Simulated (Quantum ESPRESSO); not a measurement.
# NiPt: orders under volume

Aim: follow moments and order energies of NiPt with volume.

Calculated with Quantum ESPRESSO 7.5; PBEsol; plane waves with GBRV 1.5 PBEsol potentials, no spin-orbit coupling.

## 1. Set-up

The structure is tetragonal, space group P4/mmm (No. 123). Conventional cell: a = 2.710 Å, b = 2.710 Å, c = 3.578 Å, α = 90.00°, β = 90.00°, γ = 90.00°. Ni has 8 Pt at 2.62 Å and 4 Ni at 2.71 Å nearest. Pt has 8 Ni at 2.62 Å and 4 Pt at 2.71 Å nearest. Farther neighbours are not listed.

The cell comes from Materials Project 2023-11-01, a database of computed structures, and need not be the stable phase.

The settings of this session are cheaper than careful work needs (see the inputs), so it shows what such settings give, not the properties of the crystal.

## 2. Volume 0.94, ferro +

All lengths scale alike; the factor is that of the volume. Atoms keep their fractional places. Seeded atoms are those given a starting moment.

pw.in

```
&CONTROL
  calculation = 'scf'
  prefix = 'pwscf'
  outdir = './tmp'
  pseudo_dir = './pseudo'
  disk_io = 'nowf'
  tprnfor = .true.
  tstress = .true.
/
&SYSTEM
  ibrav = 0
  nat = 2
  ntyp = 2
  ecutwfc = 30
  ecutrho = 210
  nbnd = 25
  occupations = 'smearing'
  smearing = 'fd'
  degauss = 0.00734986
  nspin = 2
  starting_magnetization(1) = 0.0556
  starting_magnetization(2) = 0
/
&ELECTRONS
  conv_thr = 4d-09
  electron_maxstep = 150
  mixing_beta = 0.3
/
ATOMIC_SPECIES
Ni     58.6934 ni_pbesol_v1.4.uspp.F.UPF
Pt    195.0840 pt_pbesol_v1.4.uspp.F.UPF
CELL_PARAMETERS bohr
   5.0165035891    0.0000000000    0.0000000000
   0.0000000000    5.0165035891    0.0000000000
   0.0000000000    0.0000000000    6.6240051391
ATOMIC_POSITIONS crystal
Ni      0.5000000000    0.5000000000    0.5000000000
Pt      0.0000000000    0.0000000000    0.0000000000
K_POINTS automatic
10 10 10 0 0 0
```

The run is started by

```
OMP_NUM_THREADS=1 mpirun -n 4 pw.x -nk 4 -in pw.in > pw.out
```

What it wrote:

```text
Program PWSCF v.7.5 starts

     Message from routine setup:
     using ibrav=0 with symmetry is DISCOURAGED, use correct ibrav instead

     K-points division:     npool     =       4
     Subspace diagonalization in iterative solution of the eigenvalue problem:

     bravais-lattice index     =            0
     lattice parameter (alat)  =       5.0165  a.u.
     unit-cell volume          =     166.6951 (a.u.)^3
     number of atoms/cell      =            2
     number of atomic types    =            2
     number of electrons       =        34.00
     number of Kohn-Sham states=           25
     kinetic-energy cutoff     =      30.0000  Ry
     charge density cutoff     =     210.0000  Ry
     scf convergence threshold =      4.0E-09
     mixing beta               =       0.3000
     number of iterations used =            8  plain     mixing
     Exchange-correlation= SLA  PW   PSX  PSC
                           (   1   4  10   8   0   0   0)

     celldm(1)=   5.016504  celldm(2)=   0.000000  celldm(3)=   0.000000
     celldm(4)=   0.000000  celldm(5)=   0.000000  celldm(6)=   0.000000

     crystal axes: (cart. coord. in units of alat)
               a(1) = (   1.000000   0.000000   0.000000 )
               a(2) = (   0.000000   1.000000   0.000000 )
               a(3) = (   0.000000   0.000000   1.320443 )

     reciprocal axes: (cart. coord. in units 2 pi/alat)
               b(1) = (  1.000000  0.000000  0.000000 )
               b(2) = (  0.000000  1.000000  0.000000 )
               b(3) = (  0.000000  0.000000  0.757322 )

     PseudoPot. # 1 for Ni read from file:
     ni_pbesol_v1.4.uspp.F.UPF
     Pseudo is Ultrasoft + core correction, Zval = 18.0

     PseudoPot. # 2 for Pt read from file:
     pt_pbesol_v1.4.uspp.F.UPF
     Pseudo is Ultrasoft + core correction, Zval = 16.0

     atomic species   valence    mass     pseudopotential
     Ni               18.00    58.69340     Ni( 1.00)
     Pt               16.00   195.08400     Pt( 1.00)

     Starting magnetic structure
     atomic species   magnetization
     Ni              0.056
     Pt              0.000

     16 Sym. Ops., with inversion, found

   Cartesian axes

     site n.     atom                  positions (alat units)
         1        Ni     tau(   1) = (   0.5000000   0.5000000   0.6602213  )
         2        Pt     tau(   2) = (   0.0000000   0.0000000   0.0000000  )

     number of k points=   126  Fermi-Dirac smearing, width (Ry)=  0.0073

     Number of k-points >= 100: set verbosity='high' to print them.

     Dense  grid:     8555 G-vectors     FFT dimensions: (  24,  24,  32)

     Smooth grid:     3703 G-vectors     FFT dimensions: (  18,  18,  24)

     Check: negative core charge=   -0.000013
     Generating pointlists ...
     new r_m :   0.3991 (alat units)  2.0019 (a.u.) for type    1
     new r_m :   0.3991 (alat units)  2.0019 (a.u.) for type    2

     Initial potential from superposition of free atoms

     starting charge      31.5000, renormalised to      34.0000

     negative rho (up, down):  9.918E-02 9.918E-02
     Starting wfcs are   25 randomized atomic wfcs

     Self-consistent Calculation

     iteration #  1     ecut=    30.00 Ry     beta= 0.30
     Davidson diagonalization with overlap
     ethr =  1.00E-02,  avg # of iterations =  5.0

     negative rho (up, down):  9.413E-02 9.405E-02

     total energy              =    -547.29852404 Ry
     estimated scf accuracy    <      23.26320891 Ry

     total magnetization       =     0.43 Bohr mag/cell
     absolute magnetization    =     0.48 Bohr mag/cell

     iteration #  2     ecut=    30.00 Ry     beta= 0.30
     Davidson diagonalization with overlap
     ethr =  1.00E-02,  avg # of iterations =  3.0

     negative rho (up, down):  9.053E-02 9.046E-02

     total energy              =    -552.41621848 Ry
     estimated scf accuracy    <      15.11005109 Ry

     total magnetization       =     0.04 Bohr mag/cell
     absolute magnetization    =     0.05 Bohr mag/cell

     [... further iterations left out ...]

     iteration # 18     ecut=    30.00 Ry     beta= 0.30
     Davidson diagonalization with overlap
     ethr =  1.63E-10,  avg # of iterations =  2.9

     negative rho (up, down):  8.869E-02 8.629E-02

     total energy              =    -553.49143654 Ry
     estimated scf accuracy    <       0.00000013 Ry

     total magnetization       =     0.92 Bohr mag/cell
     absolute magnetization    =     0.98 Bohr mag/cell

     iteration # 19     ecut=    30.00 Ry     beta= 0.30
     Davidson diagonalization with overlap
     ethr =  1.63E-10,  avg # of iterations =  2.4

     negative rho (up, down):  8.869E-02 8.629E-02

     Magnetic moment per site  (integrated on atomic sphere of radius R)
     atom   1 (R=0.399)  charge= 16.9138  magn=  0.6428
     atom   2 (R=0.399)  charge= 13.4420  magn=  0.2892

     End of self-consistent calculation

     Number of k-points >= 100: set verbosity='high' to print the bands.

     the Fermi energy is    21.7397 ev

!    total energy              =    -553.49143762 Ry
     estimated scf accuracy    <          3.7E-10 Ry
     smearing contrib. (-TS)   =      -0.00761163 Ry
     internal energy E=F+TS    =    -553.48382599 Ry

     The total energy is F=E-TS. E is the sum of the following terms:
     one-electron contribution =    -213.42431078 Ry
     hartree contribution      =     134.71889601 Ry
     xc contribution           =     -91.93065427 Ry
     ewald contribution        =    -382.84775696 Ry

     total magnetization       =     0.91 Bohr mag/cell
     absolute magnetization    =     0.98 Bohr mag/cell

     convergence has been achieved in  19 iterations

     negative rho (up, down):  8.869E-02 8.629E-02

     Forces acting on atoms (cartesian axes, Ry/au):

     atom    1 type  1   force =     0.00000000    0.00000000    0.00000000
     atom    2 type  2   force =     0.00000000    0.00000000    0.00000000

     Total force =     0.000000     Total SCF correction =     0.000000

     Computing stress (Cartesian axis) and pressure

     negative rho (up, down):  8.869E-02 8.629E-02
          total   stress  (Ry/bohr**3)                   (kbar)     P=     -879.29
  -0.00597437   0.00000000   0.00000000         -878.86        0.00        0.00
   0.00000000  -0.00597437   0.00000000            0.00     -878.86        0.00
   0.00000000   0.00000000  -0.00598313            0.00        0.00     -880.15

=------------------------------------------------------------------------------=
   JOB DONE.
=------------------------------------------------------------------------------=
```

Wall time 17 s (4 MPI ranks of Arm Neoverse V2, shared host); peak memory 0.26 GiB.

Spin moment in the atom's sphere by atom:

```
atom  spin moment in the atom's sphere (μB)
 Ni1                                  0.643
 Pt2                                  0.289
```

Numbers from this step:

| Item | Value |
| --- | --- |
| smearing term TS | 0.1036 eV |
| pressure | -87.93 GPa |
| magnetization | 0.91 μB |
| absolute magnetization | 0.975 μB |
| final state | ferromagnetic |

## 3. Volume 0.94, antiferro q=(1/2,1/2,1/2) +-

The wavevector q is in fractions of the reciprocal vectors of the crystal's primitive cell, as the cells of these inputs are built from it; moments change sign between cells as cos(2π q·R).

pw.in

```
&CONTROL
  calculation = 'scf'
  prefix = 'pwscf'
  outdir = './tmp'
  pseudo_dir = './pseudo'
  disk_io = 'nowf'
  tprnfor = .true.
  tstress = .true.
/
&SYSTEM
  ibrav = 0
  nat = 4
  ntyp = 3
  ecutwfc = 30
  ecutrho = 210
  nbnd = 44
  occupations = 'smearing'
  smearing = 'fd'
  degauss = 0.00734986
  nspin = 2
  starting_magnetization(1) = 0.0556
  starting_magnetization(2) = -0.0556
  starting_magnetization(3) = 0
/
&ELECTRONS
  conv_thr = 8d-09
  electron_maxstep = 150
  mixing_beta = 0.3
/
ATOMIC_SPECIES
Ni1    58.6934 ni_pbesol_v1.4.uspp.F.UPF
Ni2    58.6934 ni_pbesol_v1.4.uspp.F.UPF
Pt    195.0840 pt_pbesol_v1.4.uspp.F.UPF
CELL_PARAMETERS bohr
  10.0330071782    0.0000000000    0.0000000000
   5.0165035891    5.0165035891    0.0000000000
   5.0165035891    0.0000000000    6.6240051391
ATOMIC_POSITIONS crystal
Ni1     0.7500000000    0.5000000000    0.5000000000
Ni2     0.2500000000    0.5000000000    0.5000000000
Pt      0.0000000000    0.0000000000    0.0000000000
Pt      0.5000000000    0.0000000000    0.0000000000
K_POINTS automatic
5 10 10 0 0 0
```

What it wrote:

```text
     [... lines left out ...]
Program PWSCF v.7.5 starts
     [... lines left out ...]
     number of atoms/cell      =            4
     [... lines left out ...]
     number of electrons       =        68.00
     number of Kohn-Sham states=           44
     kinetic-energy cutoff     =      30.0000  Ry
     charge density cutoff     =     210.0000  Ry
     scf convergence threshold =      8.0E-09
     [... lines left out ...]
     16 Sym. Ops., with inversion, found ( 8 have fractional translation)
     [... lines left out ...]
     number of k points=    63  Fermi-Dirac smearing, width (Ry)=  0.0073
     [... lines left out ...]
     iteration # 20     ecut=    30.00 Ry     beta= 0.30
     [... lines left out ...]
     Magnetic moment per site  (integrated on atomic sphere of radius R)
     atom   1 (R=0.200)  charge= 16.9244  magn= -0.0013
     atom   2 (R=0.200)  charge= 16.9244  magn= -0.0027
     atom   3 (R=0.200)  charge= 13.4370  magn= -0.0009
     atom   4 (R=0.200)  charge= 13.4370  magn= -0.0009
     [... lines left out ...]
     the Fermi energy is    21.7214 ev
!    total energy              =   -1106.98179299 Ry
     estimated scf accuracy    <          6.7E-09 Ry
     smearing contrib. (-TS)   =      -0.01747770 Ry
     [... lines left out ...]
     total magnetization       =    -0.01 Bohr mag/cell
     absolute magnetization    =     0.01 Bohr mag/cell
     convergence has been achieved in  20 iterations
     [... lines left out ...]
     Total force =     0.000000     Total SCF correction =     0.000000
     [... lines left out ...]
          total   stress  (Ry/bohr**3)                   (kbar)     P=     -892.98
     [... lines left out ...]
```

Run time: 49 s. Hardware: 4 MPI ranks; peak memory 0.37 GiB.

Spin moment in the atom's sphere by atom:

```csv
atom,spin moment in the atom's sphere (μB)
Ni1,-0.0013
Ni2,-0.0027
Pt3,-0.0009
Pt4,-0.0009
```

This step gave:

- smearing term TS: 0.2378 eV
- pressure: -89.30 GPa
- magnetization: -0.006 μB
- absolute magnetization: 0.006 μB
- final state: non-magnetic

## 4. Volume 0.94, no spin polarisation

pw.in

```
&CONTROL
  calculation = 'scf'
  prefix = 'pwscf'
  outdir = './tmp'
  pseudo_dir = './pseudo'
  disk_io = 'nowf'
  tprnfor = .true.
  tstress = .true.
/
&SYSTEM
  ibrav = 0
  nat = 2
  ntyp = 2
  ecutwfc = 30
  ecutrho = 210
  nbnd = 24
  occupations = 'smearing'
  smearing = 'fd'
  degauss = 0.00734986
/
&ELECTRONS
  conv_thr = 4d-09
  electron_maxstep = 150
  mixing_beta = 0.3
/
ATOMIC_SPECIES
Ni     58.6934 ni_pbesol_v1.4.uspp.F.UPF
Pt    195.0840 pt_pbesol_v1.4.uspp.F.UPF
CELL_PARAMETERS bohr
   5.0165035891    0.0000000000    0.0000000000
   0.0000000000    5.0165035891    0.0000000000
   0.0000000000    0.0000000000    6.6240051391
ATOMIC_POSITIONS crystal
Ni      0.5000000000    0.5000000000    0.5000000000
Pt      0.0000000000    0.0000000000    0.0000000000
K_POINTS automatic
10 10 10 0 0 0
```

What it wrote:

```text
     [... lines left out ...]
Program PWSCF v.7.5 starts
     [... lines left out ...]
     number of atoms/cell      =            2
     [... lines left out ...]
     number of electrons       =        34.00
     number of Kohn-Sham states=           24
     kinetic-energy cutoff     =      30.0000  Ry
     charge density cutoff     =     210.0000  Ry
     scf convergence threshold =      4.0E-09
     [... lines left out ...]
     16 Sym. Ops., with inversion, found
     [... lines left out ...]
     number of k points=   126  Fermi-Dirac smearing, width (Ry)=  0.0073
     [... lines left out ...]
     iteration # 14     ecut=    30.00 Ry     beta= 0.30
     [... lines left out ...]
     the Fermi energy is    21.7214 ev
!    total energy              =    -553.49090024 Ry
     estimated scf accuracy    <          4.1E-10 Ry
     smearing contrib. (-TS)   =      -0.00873908 Ry
     [... lines left out ...]
     convergence has been achieved in  14 iterations
     [... lines left out ...]
     Total force =     0.000000     Total SCF correction =     0.000000
     [... lines left out ...]
          total   stress  (Ry/bohr**3)                   (kbar)     P=     -893.23
     [... lines left out ...]
```

Elapsed: 7.2 s, on 4 MPI ranks; peak memory 0.23 GiB.

Numbers from this step:

| Item | Value |
| --- | --- |
| smearing term TS | 0.1189 eV |
| pressure | -89.32 GPa |
| final state | non-magnetic (no spin polarisation) |

## 5. Volume 1.1, ferro +

Changes to pw.in since step 4:

```diff
@@ -15,3 +15,3 @@
   ecutrho = 210
-  nbnd = 24
+  nbnd = 25
   occupations = 'smearing'
@@ -19,2 +19,5 @@
   degauss = 0.00734986
+  nspin = 2
+  starting_magnetization(1) = 0.0556
+  starting_magnetization(2) = 0
 /
@@ -29,5 +32,5 @@
 CELL_PARAMETERS bohr
-   5.0165035891    0.0000000000    0.0000000000
-   0.0000000000    5.0165035891    0.0000000000
-   0.0000000000    0.0000000000    6.6240051391
+   5.2863519175    0.0000000000    0.0000000000
+   0.0000000000    5.2863519175    0.0000000000
+   0.0000000000    0.0000000000    6.9803243727
 ATOMIC_POSITIONS crystal
```

What it wrote:

```text
     [... lines left out ...]
Program PWSCF v.7.5 starts
     [... lines left out ...]
     number of atoms/cell      =            2
     [... lines left out ...]
     number of electrons       =        34.00
     number of Kohn-Sham states=           25
     kinetic-energy cutoff     =      30.0000  Ry
     charge density cutoff     =     210.0000  Ry
     scf convergence threshold =      4.0E-09
     [... lines left out ...]
     16 Sym. Ops., with inversion, found
     [... lines left out ...]
     number of k points=   126  Fermi-Dirac smearing, width (Ry)=  0.0073
     [... lines left out ...]
     iteration # 20     ecut=    30.00 Ry     beta= 0.30
     [... lines left out ...]
     Magnetic moment per site  (integrated on atomic sphere of radius R)
     atom   1 (R=0.399)  charge= 16.9660  magn=  0.8719
     atom   2 (R=0.399)  charge= 13.7702  magn=  0.3588
     [... lines left out ...]
     the Fermi energy is    17.7029 ev
!    total energy              =    -553.47746307 Ry
     estimated scf accuracy    <          1.9E-09 Ry
     smearing contrib. (-TS)   =      -0.00776784 Ry
     [... lines left out ...]
     total magnetization       =     1.19 Bohr mag/cell
     absolute magnetization    =     1.29 Bohr mag/cell
     convergence has been achieved in  20 iterations
     [... lines left out ...]
     Total force =     0.000000     Total SCF correction =     0.000000
     [... lines left out ...]
          total   stress  (Ry/bohr**3)                   (kbar)     P=    -1048.07
     [... lines left out ...]
```

Wall time 16 s (4 MPI ranks); peak memory 0.28 GiB.

This step gave:

- smearing term TS: 0.1057 eV
- pressure: -104.8 GPa
- magnetization: 1.192 μB
- absolute magnetization: 1.292 μB
- final state: ferromagnetic
- largest moment: 0.8719 μB

## 6. The series

The runs not shown differ from these in the moved quantity alone.

Weakly magnetic means a largest site moment between 0.06 and 0.15 μB, which need not be converged. States, by row:

```csv
volume,ferro +,"antiferro q=(1/2,1/2,1/2) +-",no spin polarisation
0.94,ferromagnetic,non-magnetic,non-magnetic
0.97,ferromagnetic,non-magnetic,non-magnetic
1,ferromagnetic,non-magnetic,non-magnetic
1.03,non-magnetic,weakly magnetic,non-magnetic
1.06,ferromagnetic,antiferromagnetic,non-magnetic
1.1,ferromagnetic,antiferromagnetic,non-magnetic
```

Table of largest site moment by volume:

```csv
volume (factor),ferro + (μB),"antiferro q=(1/2,1/2,1/2) +- (μB)"
0.9400,0.643,0.00271
0.9700,0.729,9.8e-5
1.0000,0.778,0.00293
1.0300,1.1e-4,0.122
1.0600,0.841,0.316
1.1000,0.872,0.459
```

The energy less that of the parallel start by volume; values in meV a seeded atom:

| volume (factor) | antiferro q=(1/2,1/2,1/2) +- | no spin polarisation |
| --- | --- | --- |
| 0.9400 | 7.36 | 7.31 |
| 0.9700 | 16.6 | 16.6 |
| 1.0000 | 24.6 | 24.5 |
| 1.0300 | 0.0342 | -0.0448 |
| 1.0600 | 37.1 | 37.6 |
| 1.1000 | 42.1 | 44.7 |

The energy over the lowest by volume; values in meV an atom:

| volume (factor) | ferro + | antiferro q=(1/2,1/2,1/2) +- | no spin polarisation |
| --- | --- | --- | --- |
| 0.9400 | 15.3 | 19.0 | 19.0 |
| 0.9700 | 0 | 8.32 | 8.29 |
| 1.0000 | 4.76 | 17.0 | 17.0 |
| 1.0300 | 35.8 | 35.8 | 35.8 |
| 1.0600 | 49.2 | 67.7 | 68.0 |
| 1.1000 | 110 | 131 | 133 |

## 7. Summary of results

```json
{
  "moment, parallel start": "1.1e-4 to 0.872 μB",
  "states met from these starts": "antiferromagnetic, ferromagnetic, non-magnetic and weakly magnetic"
}
```

**Reading.** The parallel start holds a moment of 0.15 μB or more only at 0.94, 0.97, 1, 1.06 and 1.1. The moment comes and goes along the series, which is no trend: it can come from the settings or from runs caught in different solutions. Some or all runs of the second start lost their moments or typed signs, and their energies are those of the state reached. The largest moment of the start antiferro q=(1/2,1/2,1/2) +- lies between 9.8e-5 and 0.459 μB. Energies are free energies at an electronic temperature of 1160 K, which lowers moments and differences where the moments are itinerant. The cutoff lies under the 40 Ry that these files are usually run at. The pressure suffers first from an incomplete basis and comes out too low.

[Logs and program files are shortened in this print: banners, set-up blocks, solver, clock and traceback lines can be left out without a mark of their own.]

[Logs are printed without paths, hosts, clocks, repeated set-up lines and the standing remarks that a program may print on its own settings, such as how far it seeks lower states.]

[Hosts, paths, dates, database ids (printed as entryN), source tags and the programs' standing remarks are cut or masked in the printed files.]

[Where a cell is said to come from a database of computed structures, the database is the Materials Project.]
